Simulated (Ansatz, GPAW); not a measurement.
# STM contrast on a 6-layer slab of Ni(100), part 2 of 3

Aim: Tersoff-Hamann images of a 6-layer slab of Ni(100) at several biases.

GPAW 26.7.0 and Ansatz 0.2.0; GPAW, PAW setups; slab in vacuum (the session's first sound run).

So far, upper work function (eV): step 2 (relaxation) 4.95; step 3 (bands at fixed density, height 3.5 Å, STM [-1.5, 2.0] V) 4.95.

**4. A second plane-wave code**

A second program with its own datasets checks the number independently.

This step: Ansatz plane waves; slab in vacuum with a dipole correction (Ansatz 0.2.0).

input.yaml

```yaml
crystal:
  lattice:
    - [2.4890158698, 0.0, 0.0]
    - [0.0, 2.4890158698, 0.0]
    - [0.0, 0.0, 22.8]
  atoms:
    - { symbol: Ni, position: [0.5000008297, 0.5000008297, 0.3070175439], spin: 0.7 }
    - { symbol: Ni, position: [0.0, 0.0, 0.3842105263], spin: 0.7 }
    - { symbol: Ni, position: [0.5000008297, 0.5000008297, 0.4614035088], spin: 0.7 }
    - { symbol: Ni, position: [0.0, 0.0, 0.538919551], spin: 0.7 }
    - { symbol: Ni, position: [0.5000008297, 0.5000008297, 0.6170342444], spin: 0.7 }
    - { symbol: Ni, position: [0.0, 0.0, 0.692052924], spin: 0.7 }
magnetization:
  spin_polarized: true
kpoints:
  mp_grid: { grid: [13, 13, 1] }
hamiltonian:
  xc: pbe
scf:
  occupations: { method: fermi_dirac, width: 0.1 }
efield:
  axis: 3
  dipole_correction: true
  ramp_width: 0.05
output:
  forces: true
  band_densities: [{ e_range: [-1.5, 0] }, { e_range: [0, 2.0] }]
  write_potential: true
  write_density: true
  volumetric_format: npy
```

Command:

```sh
> ansatz run input.yaml --threads 4 --pin off --max-ram 8192MiB --backend cpu --events-out ev --progress --plain --runs-dir out
```

Numbers of over 12 decimals in the logs are rounded to 6 here.

Output:

```text
Warning: the atoms were moved onto the symmetric positions of the space group found under crystal.symmetry.tolerance 1.0e-5 (fractional; no operation is sought that the atoms, as they stand in a round, miss by more than twice it, and no atom is moved by as much as it), and the run uses the moved positions. Before a round's move an operation carried an atom to 2.92e-6 Å from where it should land, the largest such dist [...]
Engine: ansatz 0.2.0, x86_64-unknown-linux-gnu
Pseudopotentials: kind: paw
Pseudopotential: Ni, paw, valence charge 18, recommended cutoff 420 eV (normal), Ni.paw.azcp
Functional definition: PBE
  parameter kappa = 0.804
  parameter beta = 0.066725
  exchange = pbe_x(kappa = kappa, mu = beta*pi^2/3)
  correlation = pbe_c(beta = beta)
Crystal: 6 atoms, lattice volume = 141.251 Å³
Basis set: ecut = 420 eV, 2733 PW (Γ), exchange–correlation on 36×36×320 points (8 copies of the dense FFT grid, shifted against one another)
Bands: 68, of which v1, the nominal top of the filled ones, is band 54 counted from 1 (53 counted from 0)
Symmetry: 8 space group operations
k-points: 28 of 169
Non-local potential: Ni, projectors of the file, l = 0: 3, l = 1: 2, l = 2: 3, l = 3: 1
PAW form: soft (Blöchl's): semilocal exchange-correlation on the pseudo side does not see the compensation charge
PAW one-centre angular grid: Ni, 590 points (default); XC on 64 Gauss nodes
Initial density: superposition of atomic densities (neutral atoms: chi_scale 0, normalization atom)
Starting moments: Σ|m| = 4.2 μB on 6 of 6 sites
Initial wavefunctions: pseudopotential atomic-orbital guess
Functional: x = pbe(κ = 0.804, μ = 0.219515), c = pbe(β = 0.066725)
SCF iter   1: F=—  HF=-35031.327505 eV  |F-HF|=—  |Δ(HF+E_count)|=         —  Δρ=4.30e-2 (↑2.45e-2 ↓4.30e-2)  dr2=6.09e0  dr2_m=1.11e0  M=5.013 μB ∫|m|=5.255 μB  β_m=1.00  ethr=3.10e-3  p=-0.000 e·Å  D=-3.81e-6 V/Å  ΔV_dip=0.00 eV  dr2_dipole=1.05e-4  V_vac-E_F(+/−)=7.17/7.17 eV  ⟨swp⟩=8.7  Hψ=17318  notcnv=0  defer=83
Mixer restart at iter 1: flushing history
efield: sawtooth ramp at fractional position 0.9745 (placed from the atoms, in the widest stretch of the axis that holds none; the zero of the levels goes with the place), width 0.0500; the density the first Hamiltonian is built on has a dipole p = -0.000 e·Å; the dipole correction subtracts the counter field D = -3.81e-6 V/Å, which shifts the + side's vacuum level by +0.00 eV against the − side's; the planar-averaged density in the ramp window peaks in size at 2.7e-5 e/Å³
preconditioner: auto → LDOS  [metal: Δε(μ)=0.005 eV  Ē_g=7.589 eV  σ=0.100 eV  W_gap=0.01  n_scr=38 (ndim 8)  ℏωp=24.2 eV  f_vac=0.482  D(μ)=11.21/eV (n_scr^D=146)]
spin=Collinear: LDOS preconditioning applied to the charge; magnetization (m = ρ↑ − ρ↓) channel mixes plain (no charge-response kernel on spin).
SCF iter   2: F=—  HF=-35031.711183 eV  |F-HF|=—  |Δ(HF+E_count)|=   3.84e-1  Δρ=1.39e-2 (↑1.28e-2 ↓1.39e-2)  dr2=9.47e-1  dr2_m=1.73e-2  M=4.731 μB ∫|m|=5.179 μB  β_m=0.30  ethr=3.10e-3  p=-0.000 e·Å  D=-2.58e-4 V/Å  ΔV_dip=0.01 eV  dr2_dipole=1.24e-4  V_vac-E_F(+/−)=6.23/6.23 eV  ⟨swp⟩=2.5  Hψ=6440  notcnv=0  defer=197
density mixer auto → msr1: a metal under ldos (density of states about μ 3.71 of a free-electron gas's, 38 screened modes)
SCF iter   3: F=—  HF=-35033.792667 eV  |F-HF|=—  |Δ(HF+E_count)|=    2.08e0  Δρ=1.06e-2 (↑6.20e-3 ↓1.06e-2)  dr2=2.44e-1  dr2_m=3.46e-2  M=4.584 μB ∫|m|=5.061 μB  β_m=0.49  ethr=8.77e-4  p=-0.000 e·Å  D=-5.06e-5 V/Å  ΔV_dip=0.00 eV  dr2_dipole=8.75e-4  V_vac-E_F(+/−)=5.81/5.81 eV  ⟨swp⟩=2.6  Hψ=5955  notcnv=0  defer=194
SCF iter   4: F=—  HF=-35036.068846 eV  |F-HF|=—  |Δ(HF+E_count)|=    2.28e0  Δρ=1.22e-2 (↑4.84e-3 ↓1.22e-2)  dr2=2.11e-1  dr2_m=4.00e-2  M=4.241 μB ∫|m|=4.766 μB  β_m=0.67  ethr=2.26e-4  p=0.000 e·Å  D=1.29e-4 V/Å  ΔV_dip=-0.00 eV  dr2_dipole=8.49e-4  V_vac-E_F(+/−)=5.29/5.29 eV  ⟨swp⟩=3.1  Hψ=7431  notcnv=0  defer=186
SCF iter   5: F=—  HF=-35036.710182 eV  |F-HF|=—  |Δ(HF+E_count)|=   6.41e-1  Δρ=4.31e-3 (↑2.84e-3 ↓4.31e-3)  dr2=4.98e-2  dr2_m=4.03e-3  M=4.077 μB ∫|m|=4.597 μB  β_m=0.79  ethr=1.95e-4  p=0.000 e·Å  D=3.20e-4 V/Å  ΔV_dip=-0.01 eV  dr2_dipole=2.19e-4  V_vac-E_F(+/−)=5.07/5.08 eV  ⟨swp⟩=2.3  Hψ=6603  notcnv=0  defer=196
SCF iter   6: F=—  HF=-35036.757847 eV  |F-HF|=—  |Δ(HF+E_count)|=   4.77e-2  Δρ=3.72e-3 (↑2.60e-3 ↓3.72e-3)  dr2=3.65e-2  dr2_m=1.08e-3  M=4.035 μB ∫|m|=4.567 μB  β_m=0.69  ethr=4.61e-5  p=0.000 e·Å  D=5.33e-4 V/Å  ΔV_dip=-0.01 eV  dr2_dipole=5.33e-6  V_vac-E_F(+/−)=5.00/5.01 eV  ⟨swp⟩=2.8  Hψ=8313  notcnv=0  defer=223
SCF iter   7: F=—  HF=-35036.751682 eV  |F-HF|=—  |Δ(HF+E_count)|=   6.16e-3  Δρ=2.00e-3 (↑8.03e-4 ↓2.00e-3)  dr2=6.23e-3  dr2_m=7.20e-4  M=4.021 μB ∫|m|=4.559 μB  β_m=0.56  ethr=3.38e-5  p=-0.000 e·Å  D=-1.61e-4 V/Å  ΔV_dip=0.00 eV  dr2_dipole=2.15e-5  V_vac-E_F(+/−)=4.95/4.95 eV  ⟨swp⟩=2.0  Hψ=6018  notcnv=0  defer=217
SCF iter   8: F=—  HF=-35036.749207 eV  |F-HF|=—  |Δ(HF+E_count)|=   2.48e-3  Δρ=4.91e-4 (↑4.91e-4 ↓4.24e-4)  dr2=3.57e-4  dr2_m=1.11e-4  M=4.015 μB ∫|m|=4.556 μB  β_m=0.78  ethr=5.77e-6  p=0.000 e·Å  D=1.70e-4 V/Å  ΔV_dip=-0.00 eV  dr2_dipole=1.74e-8  V_vac-E_F(+/−)=4.91/4.91 eV  ⟨swp⟩=2.7  Hψ=7024  notcnv=0  defer=223
SCF iter   9: F=—  HF=-35036.750318 eV  |F-HF|=—  |Δ(HF+E_count)|=   1.11e-3  Δρ=2.45e-4 (↑1.38e-4 ↓2.45e-4)  dr2=1.68e-4  dr2_m=1.63e-5  M=4.021 μB ∫|m|=4.561 μB  β_m=0.73  ethr=3.31e-7  p=0.000 e·Å  D=1.56e-4 V/Å  ΔV_dip=-0.00 eV  dr2_dipole=3.49e-6  V_vac-E_F(+/−)=4.91/4.92 eV  ⟨swp⟩=2.7  Hψ=7231  notcnv=0  defer=223
SCF iter  10: F=—  HF=-35036.750326 eV  |F-HF|=—  |Δ(HF+E_count)|=   8.22e-6  Δρ=2.18e-4 (↑1.61e-4 ↓2.18e-4)  dr2=1.25e-4  dr2_m=6.39e-6  M=4.022 μB ∫|m|=4.563 μB  β_m=0.57  ethr=1.55e-7  p=0.000 e·Å  D=6.43e-5 V/Å  ΔV_dip=-0.00 eV  dr2_dipole=5.33e-6  V_vac-E_F(+/−)=4.91/4.91 eV  ⟨swp⟩=2.4  Hψ=6668  notcnv=0  defer=223
SCF iter  11: F=—  HF=-35036.750298 eV  |F-HF|=—  |Δ(HF+E_count)|=   2.86e-5  Δρ=5.50e-5 (↑5.47e-5 ↓5.50e-5)  dr2=1.05e-5  dr2_m=2.02e-7  M=4.023 μB ∫|m|=4.564 μB  β_m=0.47  ethr=1.15e-7  p=0.000 e·Å  D=1.37e-4 V/Å  ΔV_dip=-0.00 eV  dr2_dipole=1.31e-8  V_vac-E_F(+/−)=4.91/4.91 eV  ⟨swp⟩=2.0  Hψ=5500  notcnv=0  defer=223
SCF iter  12: F=—  HF=-35036.750296 eV  |F-HF|=—  |Δ(HF+E_count)|=   2.03e-6  Δρ=1.91e-5 (↑1.52e-5 ↓1.91e-5)  dr2=6.90e-7  dr2_m=2.77e-7  M=4.023 μB ∫|m|=4.564 μB  β_m=0.62  ethr=9.72e-9  p=0.000 e·Å  D=1.22e-4 V/Å  ΔV_dip=-0.00 eV  dr2_dipole=2.98e-7  V_vac-E_F(+/−)=4.91/4.91 eV  ⟨swp⟩=2.1  Hψ=5322  notcnv=0  defer=223
SCF iter  13: F=—  HF=-35036.750296 eV  |F-HF|=—  |Δ(HF+E_count)|=   4.66e-7  Δρ=1.11e-5 (↑2.96e-6 ↓1.11e-5)  dr2=7.84e-8  dr2_m=4.80e-8  M=4.023 μB ∫|m|=4.564 μB  β_m=0.72  ethr=6.38e-10  p=0.000 e·Å  D=1.20e-4 V/Å  ΔV_dip=-0.00 eV  dr2_dipole=2.27e-9  V_vac-E_F(+/−)=4.91/4.91 eV  ⟨swp⟩=2.2  Hψ=5923  notcnv=0  defer=223
SCF iter  14: F=—  HF=-35036.750296 eV  |F-HF|=—  |Δ(HF+E_count)|=   1.44e-7  Δρ=8.67e-6 (↑4.92e-6 ↓8.67e-6)  dr2=1.47e-7  dr2_m=9.37e-9  M=4.023 μB ∫|m|=4.564 μB  β_m=0.74  ethr=7.26e-11  p=0.000 e·Å  D=1.18e-4 V/Å  ΔV_dip=-0.00 eV  dr2_dipole=1.16e-9  V_vac-E_F(+/−)=4.91/4.91 eV  ⟨swp⟩=2.6  Hψ=7330  notcnv=0  defer=223
SCF iter  15: F=—  HF=-35036.750297 eV  |F-HF|=—  |Δ(HF+E_count)|=   3.79e-8  Δρ=3.45e-6 (↑2.46e-6 ↓3.45e-6)  dr2=3.10e-8  dr2_m=1.19e-9  M=4.023 μB ∫|m|=4.564 μB  β_m=0.62  ethr=7.26e-11  p=0.000 e·Å  D=1.22e-4 V/Å  ΔV_dip=-0.00 eV  dr2_dipole=1.01e-9  V_vac-E_F(+/−)=4.91/4.91 eV  ⟨swp⟩=2.1  Hψ=6737  notcnv=0  defer=223
SCF iter  16: F=-35036.750296 eV  HF=-35036.750297 eV  |F-HF|=6.22e-8  |Δ(HF+E_count)|=  9.90e-10  Δρ=4.50e-6 (↑1.24e-6 ↓4.50e-6)  dr2=6.43e-8  dr2_m=4.00e-9  M=4.023 μB ∫|m|=4.564 μB  ethr=2.87e-11  p=0.000 e·Å  D=1.20e-4 V/Å  ΔV_dip=-0.00 eV  dr2_dipole=2.13e-9  V_vac-E_F(+/−)=4.91/4.91 eV  ⟨swp⟩=16.6  Hψ=32114  notcnv=0
SCF 1 converged in 16 iterations: F = -35036.750296 eV  dr2 = 6.43e-8
  greatest PAW one-centre occupation: 1.001 electrons in one spin orbital (limit 2), on the Ni atom at site 0 (counted from 0), in its partial waves of l = 1
WARN: The output density's exchange-correlation potential varies sharply where the density is thin. Do not read a vacuum level from v_tot or v_xc, or from such a field of the output density. On a cell that repeats whose density bears no net charge and no dipole along the vacuum's axis use v_es (v_loc + v_h of the components); under efield.dipole_correction with no amplitude use v_es + v_field, which holds any externa [...]
NSCF: frozen V_eff on 1 k-points
efield: sawtooth ramp at fractional position 0.9745 (kept from the solve that this one continues, or follows in the run), width 0.0500; the density the first Hamiltonian is built on has a dipole p = 0.000 e·Å; the dipole correction subtracts the counter field D = 1.20e-4 V/Å, which shifts the + side's vacuum level by -0.00 eV against the − side's; the planar-averaged density in the ramp window peaks in size at 4.1e-5 e/Å³
SCF converged after 16 iterations
Magnetization: 4.0226 μB (56.0113 up, 51.9887 down)
Absolute magnetization: 4.5684 μB (∫|ρ↑−ρ↓|, with the PAW one-centre terms)
Spin contamination: 0.0529 ħ² per cell (⟨S²⟩ above its minimum at these occupations)
Per-site moments (μB) at R_I (Å): [(0.767290, 1.026719), (0.688731, 1.026719), (0.673708, 1.026719), (0.671329, 1.026719), (0.690772, 1.012362), (0.764691, 1.012362)]
Free energy (F): -35036.750296 eV
Harris-Foulkes:  -35036.750297 eV  (|F-HF|=6.22e-8)
Internal energy: -35036.417259 eV  (E = F + TS)
E sigma→0 (E₀):  -35036.583778 eV
Entropy (-TS):   -0.333038 eV (-55.506 meV/atom)
Fermi energy:    5.830038 eV
Dipole field:    D = 0.000046 V/Å  (p = 0.000036 e·Å, saw-weighted, corrected)
Work function:   Φ+ = 4.9066 eV   Φ− = 4.9077 eV
Levels:          The Fermi level and band energies are counted from a zero that moves with the ramp; work functions are not
--- Per-component energies (eV) ---
  E_band       = -3023.881515
  E_kinetic    = 1689.671862
  E_local      = -210571.272926  (includes V_loc(G=0)·N_el)
  E_nonlocal   = 3822.042480
  E_hartree    = 102924.806598
  E_xc         = -504.753742
  E_vxc        = -650.517176  (∫ρ·V_xc dr)
  E_paw        = -9784.967718  (= ΣΔE_a)
  E_vpaw       = -3163.379836  (= ΣTr[D̂ρ^β])
  E_aug_tail   = 0.003132  (compensation charges beyond the density's cutoff)
  E_efield     = 0.000000  (sawtooth field / dipole correction)
  E_vefield    = -0.000065  (∫n·V_field dr)
  E_ewald      = 77388.053056
  E_smearing   = -0.333038  (= −TS)
  E_closure    = 0.000000  (closes the sum)
  Σ components = -35036.750296   (vs F -35036.750296, Δ=0.00e0)
--- Forces (eV/Å), atoms counted from 1 ---
  atom   1  Ni    -0.00000000     0.00000000     0.31991827
  atom   2  Ni     0.00000000     0.00000000    -0.35818069
  atom   3  Ni     0.00000000     0.00000000     0.06651155
  atom   4  Ni     0.00000000     0.00000000     0.01623264
  atom   5  Ni    -0.00000000     0.00000000     0.03569522
  atom   6  Ni    -0.00000000     0.00000000    -0.08015730
  max |Σ_I F_I| component: 1.97e-5 eV/Å
--- Band table (eV; the first three rows and the last of 56) ---
  k-point 0 ↑: bands = [... 50 lower, 4.8908, 5.0300, 5.0891, 5.0920, 5.0920, 5.2080, 5.2623, 5.3024, ... 10 higher]
  k-point 1 ↑: bands = [... 50 lower, 4.8934, 4.9382, 4.9606, 4.9958, 5.1590, 5.1610, 5.2446, 5.3143, ... 10 higher]
  k-point 2 ↑: bands = [... 50 lower, 4.6020, 4.8627, 4.9090, 4.9864, 5.0725, 5.1468, 5.2728, 5.2954, ... 10 higher]
  k-point 27 ↓: bands = [... 50 lower, 6.1878, 6.2134, 6.4123, 6.4462, 8.4709, 9.1036, 9.9207, 10.5587, ... 10 higher]
--- Band densities, each state counted as filled ---
  window                                       electrons  max residual (eV)  cut levels
  e_range: [-1.5, 0]               11.307692 + 12.301775             1.1e-8           0
  e_range: [0, 2]                    1.810651 + 5.704142             4.6e-4           0
```

Wall time 21 s (4 threads of Intel Xeon Platinum 8488C (Sapphire Rapids), shared host); peak memory 0.81 GiB; 78 s of CPU time.

The column dr2 measures how far the density is from self-consistency, as an energy; F and HF (Harris–Foulkes) agree once it is small.

This step gave:

| Property | Result |
| --- | --- |
| free energy | -35036.7503 eV |
| smearing term TS | 0.3330 eV |
| total moment | 4.023 μB |
| absolute magnetization | 4.568 μB |
| site moments | 0.7673, 0.6887, 0.6737, 0.6713, 0.6908, 0.7647 μB |
| symmetry operations | 8 |
| upper work function | 4.907 eV |
| lower work function | 4.908 eV |
| dipole along the normal | 3.61e-5 e·Å |
| dipole field | 4.63e-5 V/Å |
| vacuum level above | 10.74 eV |
| vacuum level below | 10.74 eV |
| corrugation e range -1.5 0 3.5 | 0.02805 Å |
| decay e range -1.5 0 | 1.248 Å⁻¹ |
| apparent barrier e range -1.5 0 | 5.933 eV, hbar² kappa² / 2m (holds the in-plane momentum too) |
| corrugation e range 0 2 3.5 | 0.02269 Å |

The electrostatic potential energy of an electron (with the applied field's), less the Fermi level, planar mean by z:

| z (Å) | electrostatic potential energy of an electron (with the applied field's), less the Fermi level, planar mean (eV) |
| --- | --- |
| 0.0 | 4.91 |
| 0.5 | 4.91 |
| 1.0 | 4.91 |
| 1.5 | 4.91 |
| 2.0 | 4.91 |
| 2.5 | 4.91 |
| 3.0 | 4.91 |
| 3.5 | 4.90 |
| 4.0 | 4.89 |
| 4.5 | 4.84 |
| 5.0 | 4.67 |
| 5.5 | 4.04 |
| 6.0 | 1.78 |
| 6.5 | -8.53 |
| 7.0 | -17.2 |
| 7.5 | -8.93 |
| 8.0 | -3.37 |
| 8.5 | -14.8 |
| 9.0 | -15.2 |
| 9.5 | -3.86 |
| 10.0 | -8.62 |
| 10.5 | -17.3 |
| 11.0 | -9.67 |
| 11.5 | -3.18 |
| 12.0 | -14.2 |
| 12.5 | -15.6 |
| 13.0 | -4.16 |
| 13.5 | -7.38 |
| 14.0 | -17.2 |
| 14.5 | -11.0 |
| 15.0 | -3.62 |
| 15.5 | -14.3 |
| 16.0 | -15.3 |
| 16.5 | -2.54 |
| 17.0 | 3.13 |
| 17.5 | 4.41 |
| 18.0 | 4.77 |
| 18.5 | 4.87 |
| 19.0 | 4.90 |
| 19.5 | 4.90 |
| 20.0 | 4.91 |
| 20.5 | 4.91 |
| 21.0 | 4.91 |
| 21.5 | 4.91 |
| 22.0 | 4.91 |
| 22.5 | 4.91 |

The valence density, planar mean (density) oscillates, so the rows of the table below give means over windows of 1.71 Å about each position, cut where the curve ends. Its maxima inside the range that stand out by 2 % of the span (Å: e/Å³): 7.0: 3.95, 8.7: 3.84, 10.5: 3.96, 12.3: 3.95, 14.1: 3.94, 15.8: 3.91. Its minima: 7.8: 0.369, 9.7: 0.370, 11.4: 0.359, 13.1: 0.363, 15.0: 0.398.

The valence density, planar mean by z; means over each step:

| z (Å) | density (e/Å³) | rho spin (e/Å³) |
| --- | --- | --- |
| 2.56 | 3.5e-5 | -4.1e-6 |
| 4.28 | 0.00276 | -1.7e-4 |
| 5.98 | 0.507 | 0.0193 |
| 7.70 | 1.61 | 0.0625 |
| 9.41 | 1.62 | 0.0578 |
| 11.12 | 1.63 | 0.0571 |
| 12.82 | 1.63 | 0.0572 |
| 14.54 | 1.70 | 0.0615 |
| 16.25 | 1.49 | 0.0649 |
| 17.96 | 0.0112 | -4.5e-4 |
| 19.66 | 1.4e-4 | -1.5e-5 |

E_range_-1.5_0. The planar mean of the window's density by height over the top atom:

| height over the top atom (Å) | planar mean of the window's density (e/Å³) |
| --- | --- |
| 1.50 | 0.0202 |
| 1.70 | 0.0128 |
| 1.90 | 0.00792 |
| 2.10 | 0.00488 |
| 2.30 | 0.00301 |
| 2.50 | 0.00186 |
| 2.70 | 0.00114 |
| 2.90 | 7.0e-4 |
| 3.10 | 4.3e-4 |
| 3.30 | 2.6e-4 |
| 3.50 | 1.6e-4 |
| 3.70 | 9.8e-5 |
| 3.90 | 6.0e-5 |
| 4.10 | 3.6e-5 |
| 4.30 | 2.2e-5 |
| 4.50 | 1.3e-5 |
| 4.70 | 8.0e-6 |
| 4.90 | 4.8e-6 |
| 5.10 | 2.9e-6 |
| 5.30 | 1.8e-6 |
| 5.50 | 1.1e-6 |
| 5.70 | 6.4e-7 |
| 5.90 | 3.9e-7 |

Density over a1 and a2. Constant height 3.5 Å over the top atom, window e_range_-1.5_0.

Values in units of 1e-4 e/Å³, 12 rows by 16 columns, each cell a mean:
```
1.7 1.7 1.7 1.6 1.6 1.6 1.6 1.6 1.6 1.6 1.6 1.6 1.6 1.6 1.7 1.7
1.7 1.7 1.6 1.6 1.6 1.6 1.6 1.6 1.6 1.6 1.6 1.6 1.6 1.6 1.6 1.7
1.6 1.6 1.6 1.6 1.6 1.6 1.6 1.6 1.6 1.6 1.6 1.6 1.6 1.6 1.6 1.6
1.6 1.6 1.6 1.6 1.6 1.6 1.6 1.6 1.6 1.6 1.6 1.6 1.6 1.6 1.6 1.6
1.6 1.6 1.6 1.6 1.6 1.6 1.6 1.6 1.6 1.6 1.6 1.6 1.6 1.6 1.6 1.6
1.6 1.6 1.6 1.6 1.6 1.6 1.6 1.6 1.6 1.6 1.6 1.6 1.6 1.6 1.6 1.6
1.6 1.6 1.6 1.6 1.6 1.6 1.6 1.6 1.6 1.6 1.6 1.6 1.6 1.6 1.6 1.6
1.6 1.6 1.6 1.6 1.6 1.6 1.6 1.6 1.6 1.6 1.6 1.6 1.6 1.6 1.6 1.6
1.6 1.6 1.6 1.6 1.6 1.6 1.6 1.6 1.6 1.6 1.6 1.6 1.6 1.6 1.6 1.6
1.7 1.6 1.6 1.6 1.6 1.6 1.6 1.6 1.6 1.6 1.6 1.6 1.6 1.6 1.6 1.7
1.7 1.7 1.7 1.6 1.6 1.6 1.6 1.6 1.6 1.6 1.6 1.6 1.6 1.6 1.7 1.7
1.7 1.7 1.7 1.7 1.6 1.6 1.6 1.6 1.6 1.6 1.6 1.6 1.6 1.7 1.7 1.7
```
Columns: a1 from 0 to 0.944; rows upwards: a2 from 0 to 0.944.

Tip height over the top atom over a1 and a2. Constant current at the density 1.613e-04 e/Å^3, window e_range_-1.5_0.

Ten even steps from '_' (3.486 Å) to '@' (3.514 Å):
```
@@@@@@%%##****++++==++++****##%%@@@@
@@@@%%%%##**++++======++++**##%%%%@@
%%%%%%##**++++==------==++++**##%%%%
######**++++==----::----==++++**####
##****++++==--::::::::::--==++++****
****++++==--::..........::--==++++**
++++++==--::....______....::--==++++
++++==----::..__________..::----==++
++====--::::..__________..::::--====
++++==----::..__________..::----==++
++++++==--::....______....::--==++++
****++++==--::..........::--==++++**
##****++++==--::::::::::--==++++****
######**++++==----::----==++++**####
%%%%%%##**++++==------==++++**##%%%%
@@@@%%%%##**++++======++++**##%%%%@@
@@@@@@%%##****++++==++++****##%%@@@@
@@@@@@%%####**++++++++++**####%%@@@@
```
Columns: a1 from 0 to 0.944; rows upwards: a2 from 0 to 0.944.

E_range_0_2. The planar mean of the window's density by height over the top atom:

| height over the top atom (Å) | planar mean of the window's density (e/Å³) |
| --- | --- |
| 1.50 | 0.0165 |
| 1.70 | 0.0118 |
| 1.90 | 0.00832 |
| 2.10 | 0.00576 |
| 2.30 | 0.00397 |
| 2.50 | 0.00271 |
| 2.70 | 0.00185 |
| 2.90 | 0.00125 |
| 3.10 | 8.5e-4 |
| 3.30 | 5.7e-4 |
| 3.50 | 3.8e-4 |
| 3.70 | 2.6e-4 |
| 3.90 | 1.7e-4 |
| 4.10 | 1.1e-4 |
| 4.30 | 7.6e-5 |
| 4.50 | 5.0e-5 |
| 4.70 | 3.3e-5 |
| 4.90 | 2.2e-5 |
| 5.10 | 1.5e-5 |
| 5.30 | 9.7e-6 |
| 5.50 | 6.4e-6 |
| 5.70 | 4.2e-6 |
| 5.90 | 2.8e-6 |

[end of part 2 of 3]

[Logs are printed without paths, hosts, clocks, repeated set-up lines and the standing remarks that a program may print on its own settings, such as how far it seeks lower states.]

[Hosts, paths, dates, database ids (printed as entryN), source tags and the programs' standing remarks are cut or masked in the printed files.]
